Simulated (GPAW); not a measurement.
BaTiO3 (P4mm): how ε∞ follows the gap

The empty bands of BaTiO3 (P4mm) are shifted up rigidly by Δ, and ε∞ along x is computed for each shift. x, y and z are the Cartesian axes of the input cell.

Symmetry: P4mm, No. 99, tetragonal system. The conventional cell has a = 4.000 Å, b = 4.000 Å, c = 4.018 Å, α = 90.00°, β = 90.00°, γ = 90.00°. Ba on site a is surrounded by 12 O at 2.79 to 2.88 Å. Around Ti on site b lie 6 O at 1.89 to 2.13 Å. O on site c is surrounded by 2 Ti at 2.00 Å. O on site b is surrounded by 2 Ti at 1.89 to 2.13 Å.

Method: GPAW 26.7.0, PBE, RPA, k-mesh 8×8×8, local fields up to 70 eV, Lorentzian half width 0.12 eV.

Launch of the response step: `OMP_NUM_THREADS=1 python df.py`. The series took 7.2 min in all, its band step included, on 1 thread of Arm Neoverse V2, with other jobs on the host.

| Δ (eV) | ε∞ along x |
| --- | --- |
| 0.00 | 5.936 |
| 0.25 | ? |
| 0.50 | 5.539 |
| 0.75 | 5.369 |
| 1.00 | 5.213 |
| 1.50 | 4.940 |
| 2.00 | 4.707 |
| 3.00 | 4.325 |

With one effective transition at E₀ and fixed dipole strength, ε∞ − 1 = A/(E₀ + Δ), so 1/(ε∞ − 1) is linear in Δ.

Working, on the rows shown:

| x = Δ (eV) | y = 1/(ε∞ − 1) |
| --- | --- |
| 0 | 0.202593 |
| 0.5 | 0.220313 |
| 0.75 | 0.228885 |
| 1 | 0.237361 |
| 1.5 | 0.253807 |
| 2 | 0.26976 |
| 3 | 0.300752 |

Means: x̄ = 1.25, ȳ = 0.24478. Σ(x − x̄)(y − ȳ) = 0.1998, Σ(x − x̄)² = 6.125. Slope = 0.1998 / 6.125 = 0.03263; intercept = ȳ − slope · x̄ = 0.204. Turned back into ε∞ along x, the line misses the rows shown by at most 0.034.

Question: What does the fit predict for the withheld row, and how well does it do?

Answer: At x = 0.25 the line gives y = 0.21216, that is 5.714. The run gave 5.727, so the interpolation is off by 0.013, 0.8 % of the range in the table.

Refitted with all rows, the slope is 0.0327 and the intercept 0.20384. These give E₀ = intercept/slope = 6.2 eV, far above the least direct gap of 2.08 eV: most of the screening comes from transitions well over the edge. Over the first step ε∞ falls by 14 % per eV. The cell comes from an older database entry, whose edges can be off by a per cent or so. Excitons are left out; PBE gaps are as a rule too small. The values come from a sum over the points of one k-mesh and carry its error, which grows as the direct gap shrinks. This version of GPAW has incomplete matrix elements in the optical limit, which can lower ε − 1 by up to a tenth where first-row anions or d states rule. Spin-orbit coupling is left out.
